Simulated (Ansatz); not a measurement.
# Ta(211) slab (20 atoms): surface energy

What is the surface energy of this cell, counted against the bulk crystal, and how far does it hang on functional and mesh?

Calculated with Ansatz 0.2.0: Kohn-Sham DFT, PBE, PAW (set soft_2), plane waves; cutoff 420 eV, fermi-dirac smearing of 0.1 eV. Cutoffs: 420 eV for PBE and PBEsol; 500 eV for r2SCAN.

**The cells**

The cell holds 20 atoms: 20 Ta. Cell: a = 5.750 Å, b = 4.695 Å, c = 27.198 Å, α = 90.0°, β = 90.0°, γ = 90.0°. It derives from Ta. The starting structure: Slab of Ta cut on (2 1 1), 12.2 Å thick, 2 x 1 surface cells, both faces free, 15 Å of vacuum; not relaxed. Lattice constants are starting values near those of PBE. Vacuum lies along c.

The bulk reference is Ta2 in a cell of 2 atoms, 18.297 Å³ an atom.

The input of the single point on the relaxed cell:

```yaml
crystal:
  lattice:
    - [5.75041, 0.0, 0.0]
    - [0.0, 4.69519, 0.0]
    - [0.0, 0.0, 27.19846]
  atoms:
    - { symbol: Ta, position: [0.3001, 1.0, 0.28253] }
    - { symbol: Ta, position: [0.00702, 0.5, 0.32449] }
    - { symbol: Ta, position: [0.15765, 0.0, 0.3759] }
    - { symbol: Ta, position: [0.32967, 0.5, 0.42542] }
    [... 14 atom lines left out ...]
    - { symbol: Ta, position: [0.65964, 1.0, 0.67551] }
    - { symbol: Ta, position: [0.86656, 0.5, 0.71747] }
kpoints:
  mp_grid: { grid: [6, 8, 1] }
hamiltonian:
  xc: pbe
scf:
  occupations: { method: fermi_dirac, width: 0.1 }
output:
  forces: true
  populations: true
  dos:
    method: { smearing: { sigma: 0.08 } }
    de: 0.1
    projected: { site_lists: { Ta: [Ta] } }
  eigenvalues: true
  write_density: true
  write_potential: true
  volumetric_format: npy
```

```
        cell  formula                    k-mesh  relaxation steps  gain on relaxing (eV)  free energy, PBE (eV)  time of its runs on this page
Ta(211) slab     Ta20  6×8×1 (relaxed on 4×5×1)                 5                   0.65            -198636.367                        2.9 min
     bulk Ta      Ta2                  17×17×17                 -                      -             -19864.546                          3.8 s
```

Times come from shared hosts and are rough.

**Surface energy**

The excess is the cell's free energy less 10 times that of the bulk cell. It is divided by twice the area, as the cell holds two faces, so the value is their mean, and they need not be alike (27.00 Å²), with 1 eV/Å² = 16.022 J/m².

| level | k-mesh | excess (eV) | surface energy (J/m²) | per area (meV/Å²) |
| --- | --- | --- | --- | --- |
| PBE | 6×8×1 | 9.088 | 2.697 | 168.3 |
| PBE, denser mesh | 8×10×1 | 9.097 | 2.699 | 168.5 |
| r2SCAN | 6×8×1 | 9.899 | 2.937 | 183.3 |
| PBEsol | 6×8×1 | 9.962 | 2.956 | 184.5 |

Worked for the first row at PBE: (-198636.367) − 10 × (-19864.546) = 9.088 eV (from unrounded energies).

Then 9.088 / (2 × 27.00) × 16.022 = 2.697 J/m².

**Findings**

At PBE the surface energy is 2.70 J/m². At the same geometries the levels give 2.70 (PBE) to 2.96 J/m² (PBEsol) and the denser mesh leaves it within 0.01 J/m². Relaxing the atoms lowered it by 0.192 J/m² from the start (on the 4×5×1 mesh of the relaxation), and the farthest atom moved 0.27 Å.

Limits: The cell edges were held, so the lattice is the typed one for every functional. Cell and bulk are sampled on unlike meshes, and the error grows with the number of atoms subtracted. These are free energies under a smearing of 0.1 eV, whose entropy term isn't removed. Spin–orbit coupling is left out, which matters for the levels of the heavy elements. In some runs the program notes that positions were snapped to a detected symmetry and the exchange-correlation potential is rough where the density is thin.

[Logs are printed without paths, hosts, clocks, repeated set-up lines and the standing remarks that a program may print on its own settings, such as how far it seeks lower states.]

[Hosts, paths, dates, database ids (printed as entryN), source tags and the programs' standing remarks are cut or masked in the printed files.]
